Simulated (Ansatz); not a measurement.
# Glassy 61P2O5-39K2O (mol %) (152 atoms): where an added charge goes, part 2 of 4

Aim: add and remove one electron in glassy 61P2O5-39K2O (mol %) (152 atoms), with atoms held and relaxed, and read trapping energy and localisation.

Ansatz 0.2.0; Kohn-Sham DFT, PBEsol, PAW (set soft_2), plane waves.

The cell: 34 P, 22 K and 96 O. The quench rate of 500 K/ps is orders of magnitude faster than experiment. The starting topology of bonds comes from the classical model. Sampling is at Γ alone, for a cell whose shortest periodic width is 14 Å.

So far. Step 2 (Single point at the start): The r.m.s. force at the start is 1.5 eV/Å. Step 3 (Relaxation): The relaxation was stopped at its limit after 53 steps, 24.7 eV below its start, with a largest force component of 0.18 eV/Å.

## Step 4: Single point at the relaxed geometry

One more single point at the end of the walk gives the fuller output and checks the residual forces.

Contents of input.yaml:

```yaml
crystal:
  lattice:
    - [13.52271, 0.0, 0.0]
    - [0.0, 13.52271, 0.0]
    - [0.0, 0.0, 13.52271]
  atoms:
    - { symbol: P, position: [0.15879, 0.17714, 0.99272] }
    - { symbol: P, position: [0.4706, 0.94245, 0.66471] }
    - { symbol: P, position: [0.11074, 0.92213, 0.47421] }
    - { symbol: P, position: [0.31319, 0.88583, 0.10636] }
    - { symbol: P, position: [0.44305, 0.04774, 0.38427] }
    - { symbol: P, position: [0.0453, 0.59152, 0.51932] }
    [... 140 atom lines left out ...]
    - { symbol: O, position: [0.08195, 0.1536, 0.54097] }
    - { symbol: O, position: [0.55859, 0.92156, 0.60223] }
    - { symbol: O, position: [0.90841, 0.76567, 0.41366] }
    - { symbol: O, position: [0.35583, 0.26154, 0.47364] }
    - { symbol: O, position: [0.26876, 0.82329, 0.35617] }
    - { symbol: O, position: [0.56114, 0.55219, 0.79463] }
kpoints:
  mp_grid: { grid: [1, 1, 1] }
hamiltonian:
  xc: pbesol
scf:
  occupations: { method: gaussian, width: 0.05 }
output:
  forces: true
  stress: true
  populations: intrinsic
  dos:
    method: { smearing: { sigma: 0.15 } }
    de: 0.1
    projected: { site_lists: { K: [K], O: [O], P: [P] } }
  eigenvalues: true
  write_density: true
  write_potential: true
  volumetric_format: npy
```

Command:

```sh
> ansatz run input.yaml --threads 4 --pin off --max-ram 15872MiB --backend cpu --events-out ev --progress --plain --runs-dir out
```

The program printed:

```text
[...]
Crystal: 152 atoms, lattice volume = 2472.813 Å³
Basis set: ecut = 420 eV, 48489 PW (Γ), exchange–correlation on 192×192×192 points (8 copies of the dense FFT grid, shifted against one another)
Bands: 624, of which v1, the nominal top of the filled ones, is band 472 counted from 1 (471 counted from 0)
Symmetry: 1 space group operations
[...]
k-points: 1
[...]
SCF iter   1: F=—  HF=-112439.406028 eV  |F-HF|=—  |Δ(HF+E_count)|=         —  Δρ=9.58e-3  dr2=1.83e0  ethr=1.77e-3  ⟨swp⟩=8.0  Hψ=3174  notcnv=0  defer=129
[...]
SCF iter  10: F=-112438.893486 eV  HF=-112438.893486 eV  |F-HF|=7.10e-8  |Δ(HF+E_count)|=   1.71e-7  Δρ=1.62e-6  dr2=7.12e-8  ethr=1.06e-11  ⟨swp⟩=26.0  Hψ=7129  notcnv=0
SCF 1 converged in 10 iterations: F = -112438.893486 eV  dr2 = 7.12e-8
[...]
WARN: The input density's exchange-correlation potential varies sharply where the density is thin. Do not read a vacuum level from v_tot or v_xc, or from such a field of the output density. On a cell that repeats whose density bears no net charge and no dipole along the vacuum's axis use v_es (v_loc + v_h of the components); [...]
SCF converged after 10 iterations
Free energy (F): -112438.893486 eV
[...]
Internal energy: -112438.893486 eV  (E = F + TS)
E sigma→0 (E₀):  -112438.893486 eV
Fermi energy:    4.776947 eV
[...]
--- Forces (eV/Å), atoms counted from 1 ---
  atom   1  P     -0.03416944     0.05481779    -0.02915367
  atom   2  P      0.11726333    -0.00958382     0.10574741
  atom   3  P     -0.01179652     0.02942210    -0.06090660
  atom   4  P      0.01215606     0.02946473     0.04400466
  atom   5  P     -0.01055554     0.01438132    -0.03985952
  atom   6  P     -0.08554961    -0.07049448    -0.02571670
  atom   7  P      0.01671649     0.03081380    -0.01368365
  atom   8  P     -0.03128353     0.08654361    -0.00221099
  atom   9  P      0.10555222    -0.08208379     0.00097893
  atom  10  P      0.02772767    -0.04000381    -0.00699725
  atom  11  P     -0.01609518     0.03686501     0.01639592
  atom  12  P      0.00761432    -0.00683441     0.00262906
  atom  13  P      0.02595041    -0.03316667     0.03810815
  atom  14  P      0.05114141     0.00749298     0.01419622
[...]
atom 151  O      0.00312875    -0.03060892     0.01824817
  atom 152  O     -0.00570726    -0.03648173    -0.00515084
  max |Σ_I F_I| component: 7.63e-5 eV/Å
--- Stress (GPa, compression-positive) ---
        0.268307       0.480680       0.160621
        0.480682      -0.250037      -0.396460
        0.160619      -0.396460       0.861387
  P = ⅓ Tr σ = 0.2932 GPa (2.932 kbar)
--- Band table (eV) ---
[...]
--- intrinsic populations: 152 sites ---
  site symbol       q [e]
     0      P      2.9462
     1      P      2.9403
     2      P      2.9117
[...]
151      O      6.9743
  spilling = 0.000000 (of n_electrons = 944.000000)
```

Elapsed: 72 s, on 4 threads of Arm Neoverse V2, shared host; peak memory 3.9 GiB; 4.7 min of CPU time.

The program notes that the exchange-correlation potential is rough where the density is thin.

Read from the output:

| Item | Value |
| --- | --- |
| free energy | -112438.8935 eV |
| free energy per atom | -739.7296 eV/atom |
| SCF cycles | 10 |
| pressure | 0.2932 GPa |
| r.m.s. force component | 0.03591 eV/Å |
| longest force | 0.2614 eV/Å |
| Fermi energy | 4.777 eV |
| gap (highest filled to lowest empty level) | 3.598 eV |

Neighbours are counted within 2.11 Å (O-P), 3.23 Å (O-K), the cutoffs taken from the relaxation.

Length of the force by element and coordination:

```
element  coordination  atoms  mean length of the force (eV/Å)  spread   least    most
      K           all     22                           0.0168  0.0132  0.0039  0.0527
      K             3      1                           0.0076       0  0.0076  0.0076
      K             4      2                           0.0131  0.0045  0.0086  0.0176
      K             5      8                           0.0133  0.0067  0.0063  0.0274
      K             6      9                           0.0184  0.0145  0.0039  0.0499
      K             7      2                           0.0325  0.0202  0.0123  0.0527
      O           all     96                           0.0407  0.0412  0.0036   0.215
      O             1      1                           0.0295       0  0.0295  0.0295
      O             2     42                           0.0472  0.0411  0.0036   0.215
      O             3     41                           0.0353  0.0433  0.0046   0.195
      O             4     12                           0.0374  0.0315  0.0133   0.114
      P           all     34                           0.0719  0.0487  0.0106   0.261
      P             4     33                           0.0712  0.0493  0.0106   0.261
      P             5      1                           0.0925       0  0.0925  0.0925
```

Intrinsic-atomic-orbital charges by element and coordination:

```
element  coordination  atoms  mean charge (e)  spread   least    most
      K           all     22            0.844  0.0089   0.828   0.861
      K             3      1            0.861       0   0.861   0.861
      K             4      2            0.853  0.0052   0.847   0.858
      K             5      8            0.848  0.0045   0.841   0.855
      K             6      9            0.839  0.0067   0.828   0.848
      K             7      2            0.831  5.0e-4    0.83   0.831
      O           all     96           -0.932  0.0741   -1.09  -0.819
      O             1      1           -0.902       0  -0.902  -0.902
      O             2     42           -0.890  0.0618  -0.997  -0.819
      O             3     41           -0.957   0.063   -1.07  -0.851
      O             4     12           -1.000  0.0642   -1.09  -0.889
      P           all     34             2.09  0.0545    2.00    2.22
      P             4     33             2.09  0.0551    2.00    2.22
      P             5      1             2.12       0    2.12    2.12
```

Density of states as counts of states in windows of 1 eV (from the Fermi level), total and the larger projections:

```
from (eV)  to (eV)  total   O p   P p  O s
      -10       -9    6.3   4.4   0.8  0.7
       -9       -8   45.2  31.9   4.3  6.3
       -8       -7   70.8  53.3   6.2  7.6
       -7       -6   73.9  61.1   4.9  4.9
       -6       -5   70.4  61.6   3.1  3.1
       -5       -4  100.8  91.3   4.7  1.2
       -4       -3   94.6  89.5   1.8  0.3
       -3       -2   32.0  30.8   0.3  0.0
       -2       -1    2.8   2.7   0.0  0.0
       -1        1    0.0   0.0   0.0  0.0
        1        2    2.0   0.1   0.1  0.5
        2        3   10.1   1.4   1.0  1.6
        3        4   31.0   4.1   6.2  3.6
        4        5   63.7   9.4  17.5  4.8
```

Between -26 and -10 eV lie 403 more states.

The levels nearest the highest filled one (over half full), pooled over k-points and spins:

```
level less the highest filled one (eV)  occupation
                                -0.721           2
                                -0.709           2
                                -0.652           2
                                -0.323           2
                                -0.208           2
                                     0           2
                                  3.60           0
                                  4.31           0
                                  4.47           0
                                  4.66           0
                                  4.72           0
                                  4.80           0
```

Electrostatic potential energy in the bc plane at fractional x = 0.363, with atoms of P and K and O within 0.2 Å of it. With pseudopotentials it is smooth inside the atoms' cores, unlike the true potential.

Values in eV, 13 rows by 16 columns, each cell a mean:
```
  7   8   7  -7 -17   5   9   9   8   8   8   9   8  -1   7   7
  5   9   9   3   0   9   9   9   9   8   8   8   8   8   3  -5
  6   9   9   9   9   9   7   7   9   9   8   7   8   8   6   2
  8   9   9   9   9   6  -5 -15 -12   8  -1 -10   3   8   7   6
  8   9   9   7   2 -23  -2  -3  -7   7 -18 -38  -4   6 -14  -4
  9   9   9   6 -12 -23   2   8   9   8   4   0   6   7 -15  -3
  9   8   8  -7 -33  -4   6   8   3  -6   6   8   8   9   9   9
  3   3   4 -16 -26   4   8   7 -12 -26   2   8   7   3   4   5
-10   3  -6 -31 -36 -12   8   8   0 -25   0   8  -3 -37 -25 -34
  6   7   6   3   1  -6   7   6   6 -12   4   8   1 -29 -11  -1
  4   8   8   8   8   9   6   2   5   8   9   9   3 -32  -7   4
-27   3  -5  -6  -8 -10   0   7   7   8   9   9   8  -6 -20 -17
  1   2   2 -25 -42 -14   4   8   8   8   9   9   3 -32  -4   5
```
Columns run along b (13.5 Å; values clipped at the 3rd and 97th percentile), rows up along c (13.5 Å). Atoms in or near the plane, at fractional coordinates: P at (0.26, 0.03), P at (0.25, 0.36), P at (0.85, 0.32), K at (0.70, 0.66), O at (0.59, 0.30), O at (0.97, 0.33), O at (0.92, 0.61), O at (0.84, 0.02), O at (0.84, 0.20), O at (0.26, 0.47).

Valence density in the bc plane at fractional x = 0.363, with atoms of P and K and O within 0.2 Å of it. It is the smooth field of the valence electrons, not physical close to the nuclei.

Values in e/Å³, 13 rows by 16 columns, each cell a mean:
```
0.2 0.2 0.1 0.9 1.4 0.2 0.0 0.0 0.0 0.0 0.0 0.0 0.2 0.9 0.2 0.1
0.2 0.0 0.0 0.6 0.8 0.1 0.1 0.0 0.0 0.0 0.0 0.0 0.0 0.0 0.2 0.6
0.1 0.0 0.0 0.0 0.0 0.1 0.2 0.2 0.1 0.0 0.0 0.0 0.0 0.0 0.1 0.2
0.1 0.0 0.0 0.0 0.1 0.2 0.3 1.2 1.9 0.2 0.4 1.0 0.2 0.0 0.1 0.1
0.1 0.0 0.0 0.0 0.5 2.3 0.6 0.9 1.6 0.2 1.6 3.4 0.6 0.2 2.2 1.0
0.1 0.0 0.0 0.1 0.5 1.0 0.3 0.0 0.1 0.1 0.2 0.3 0.1 0.2 2.5 1.1
0.2 0.2 0.1 1.3 3.9 0.5 0.1 0.1 0.4 1.0 0.2 0.0 0.0 0.0 0.0 0.0
0.3 0.2 0.2 0.7 1.6 0.2 0.0 0.1 0.4 0.8 0.2 0.0 0.1 0.2 0.1 0.3
1.3 0.3 1.0 0.6 0.9 1.6 0.2 0.0 0.5 3.0 0.8 0.0 0.3 0.4 0.8 4.3
0.2 0.1 0.2 0.2 0.5 1.3 0.2 0.1 0.3 2.2 0.6 0.0 0.3 1.4 0.6 0.7
0.4 0.1 0.1 0.1 0.0 0.1 0.1 0.2 0.1 0.0 0.0 0.0 0.5 3.8 1.0 0.3
3.2 0.3 1.1 0.8 0.4 1.6 0.8 0.1 0.0 0.0 0.0 0.0 0.1 0.6 0.6 2.0
0.4 0.2 0.4 0.7 0.4 1.3 0.5 0.0 0.0 0.0 0.0 0.0 0.7 4.2 1.0 0.3
```
Columns run along b (13.5 Å), rows up along c (13.5 Å). Atoms in or near the plane, at fractional coordinates: P at (0.26, 0.03), P at (0.25, 0.36), P at (0.85, 0.32), K at (0.70, 0.66), O at (0.59, 0.30), O at (0.97, 0.33), O at (0.92, 0.61), O at (0.84, 0.02), O at (0.84, 0.20), O at (0.26, 0.47).

The highest filled and lowest empty levels differ by 3.60 eV (at Γ alone); a semilocal functional tends to put such gaps too low. In a disordered cell it changes from sample to sample, and tail or defect levels can set it. Mean intrinsic-atomic-orbital charges: K +0.84, O -0.93, P +2.09 e.

## Step 5: An extra electron, atoms held

The electron count changes by one with the atoms held: a vertical process, on a uniform background, with spin and a narrow Fermi–Dirac smearing. Its energy against the neutral cell hangs on the program's zero of potential.

Contents of input.yaml:

```yaml
crystal:
  lattice:
    - [13.52271, 0.0, 0.0]
    - [0.0, 13.52271, 0.0]
    - [0.0, 0.0, 13.52271]
  atoms:
    [... the 152 atom lines of step 4 ...]
total_charge: -1
kpoints:
  mp_grid: { grid: [1, 1, 1] }
hamiltonian:
  xc: pbesol
scf:
  occupations: { method: fermi_dirac, width: 0.01 }
  lower_state_search: "off"
output:
  forces: true
  stress: true
  populations: true
  dos:
    method: { smearing: { sigma: 0.08 } }
    de: 0.1
    projected: { site_lists: { K: [K], O: [O], P: [P] } }
  eigenvalues: true
  write_density: true
  write_potential: true
  volumetric_format: npy
magnetization:
  spin_polarized: true
  initial_magnetization: 1
```

The program printed:

```text
[...]
Crystal: 152 atoms, lattice volume = 2472.813 Å³
Basis set: ecut = 420 eV, 48489 PW (Γ), exchange–correlation on 192×192×192 points (8 copies of the dense FFT grid, shifted against one another)
Bands: 625, of which v1, the nominal top of the filled ones, is band 473 counted from 1 (472 counted from 0)
Symmetry: 1 space group operations
[...]
k-points: 1
[...]
Starting moments: Σ|m| = 1 μB on 152 of 152 sites
[...]
SCF iter   1: F=—  HF=-112513.291920 eV  |F-HF|=—  |Δ(HF+E_count)|=         —  Δρ=4.09e-2 (↑4.05e-2 ↓4.09e-2)  dr2=2.33e2  dr2_m=6.37e-3  M=1.000 μB ∫|m|=1.010 μB  β_m=1.00  ethr=3.10e-3  ⟨swp⟩=8.0  Hψ=6754  notcnv=0  defer=258
[...]
spin=Collinear: Resta preconditioning applied to the charge; magnetization (m = ρ↑ − ρ↓) channel mixes plain (no charge-response kernel on spin).
SCF iter   2: F=—  HF=-112463.220464 eV  |F-HF|=—  |Δ(HF+E_count)|=         —  Δρ=2.37e-2 (↑2.36e-2 ↓2.37e-2)  dr2=8.56e1  dr2_m=2.19e-4  M=0.998 μB ∫|m|=1.026 μB  β_m=0.30  ethr=3.10e-3  ⟨swp⟩=3.0  Hψ=2304  notcnv=0  defer=294
[...]
SCF iter   8: F=—  HF=-112432.300877 eV  |F-HF|=—  |Δ(HF+E_count)|=   3.23e-2  Δρ=3.56e-4 (↑3.56e-4 ↓3.31e-4)  dr2=1.11e-2  dr2_m=2.55e-4  M=0.499 μB ∫|m|=0.535 μB  β_m=0.30  ethr=4.23e-6  ⟨swp⟩=5.5  Hψ=1701  notcnv=0  defer=290
[...]
spin-set hold released at iteration 8 (site moments contracting): the magnetisation degrees of freedom join the quasi-Newton model from the next iteration; the mixer history was flushed
SCF iter   9: F=—  HF=-112432.306267 eV  |F-HF|=—  |Δ(HF+E_count)|=   5.39e-3  Δρ=2.60e-4 (↑2.60e-4 ↓2.40e-4)  dr2=7.46e-3  dr2_m=1.72e-4  M=0.449 μB ∫|m|=0.483 μB  β_m=0.65  ethr=1.18e-6  ⟨swp⟩=4.0  Hψ=988  notcnv=0  defer=290
[...]
SCF iter  18: F=-112432.322631 eV  HF=-112432.322631 eV  |F-HF|=2.62e-10  |Δ(HF+E_count)|=   1.63e-8  Δρ=2.97e-7 (↑2.55e-7 ↓2.97e-7)  dr2=5.24e-9  dr2_m=4.49e-10  M=0.000 μB ∫|m|=0.000 μB  ethr=1.68e-12  ⟨swp⟩=8.0  Hψ=7437  notcnv=0
WARN: the starting moments were not kept: the SCF closed with an absolute magnetisation of 3.3e-4 μB, where they sum to 1 μB in size (152 sites). That is at most 0.1 of that sum. Measured as dr2_m measures the in/out step, that magnetisation stands 6.6e-10 eV from none, [...]
SCF 1 converged in 18 iterations: F = -112432.322631 eV  dr2 = 5.24e-9
[...]
SCF converged after 18 iterations
Magnetization: 0.0003 μB (472.5001 up, 472.4999 down)
Absolute magnetization: 0.0003 μB (∫|ρ↑−ρ↓|, with the PAW one-centre terms)
[...]
Per-site moments (μB) at R_I (Å): [(7.170189e-7, 0.609922), (3.909395e-7, 0.613146), (2.183637e-7, 0.613882), (1.993631e-7, 0.611896), (1.025894e-6, 0.598377), [...]
Free energy (F): -112432.322631 eV
[...]
Internal energy: -112432.308768 eV  (E = F + TS)
E sigma→0 (E₀):  -112432.315699 eV
Entropy (-TS):   -0.013863 eV (-0.091 meV/atom)
Fermi energy:    6.584329 eV
[...]
--- Forces (eV/Å), atoms counted from 1 ---
  atom   1  P     -0.01735569     0.04982886    -0.00573665
  atom   2  P      0.15400239     0.07255843     0.10624228
  atom   3  P      0.00916163    -0.03651224    -0.06767924
  atom   4  P      0.04338832     0.02063656     0.08704372
  atom   5  P     -0.04647409     0.12593695    -0.04011117
  atom   6  P     -0.04261743    -0.06780908    -0.07605423
  atom   7  P      0.00005591    -0.02067072    -0.04906871
  atom   8  P      0.06245103     0.10527588    -0.02876564
  atom   9  P      0.12609649    -0.07865650     0.07235894
  atom  10  P      0.16956530    -0.10494546    -0.00030109
  atom  11  P     -0.00595222     0.06701259     0.05496880
  atom  12  P     -0.06008363    -0.01290428     0.06270651
  atom  13  P      0.02933715    -0.06355301     0.00614346
  atom  14  P      0.04730915     0.00917092    -0.00870102
[...]
atom 151  O     -0.06258073    -0.05001949     0.03322359
  atom 152  O      0.00626975     0.00687459     0.00800982
  max |Σ_I F_I| component: 1.60e-5 eV/Å
--- Stress (GPa, compression-positive) ---
        0.576048       0.467915       0.160015
        0.467917       0.079110      -0.402163
        0.160013      -0.402163       1.152290
  P = ⅓ Tr σ = 0.6025 GPa (6.025 kbar)
--- Band table (eV) ---
[...]
--- Löwdin populations: 152 sites ---
  site symbol       q [e]    m [muB]
     0      P      2.9212     0.0000
     1      P      2.9138     0.0000
     2      P      2.8834     0.0000
[...]
151      O      6.8330     0.0000
  spilling = 0.015252 (of n_electrons = 945.000000)
```

Run time: 3.4 min. Hardware: 4 threads; peak memory 6.9 GiB; 14 min of CPU time.

The program notes that starting moments were not kept.

An extra electron, atoms held: the energy stands 6.57 eV above that of the reference. An odd electron should give 1 μB; this run ended with the carrier shared between both spins.

The levels nearest the highest filled one (over half full), pooled over k-points and spins:

```
level less the highest filled one (eV)  occupation
                                 -3.65           1
                                 -3.65           1
                                     0         0.5
                                     0         0.5
                                 0.770           0
                                 0.770           0
                                 0.916           0
                                 0.916           0
```

[end of part 2 of 4]

[Long decimals in the printed logs are rounded to 6 places.]

[Logs are printed without paths, hosts, clocks, repeated set-up lines and the standing remarks that a program may print on its own settings, such as how far it seeks lower states.]

[Hosts, paths, dates, database ids (printed as entryN), source tags and the programs' standing remarks are cut or masked in the printed files.]
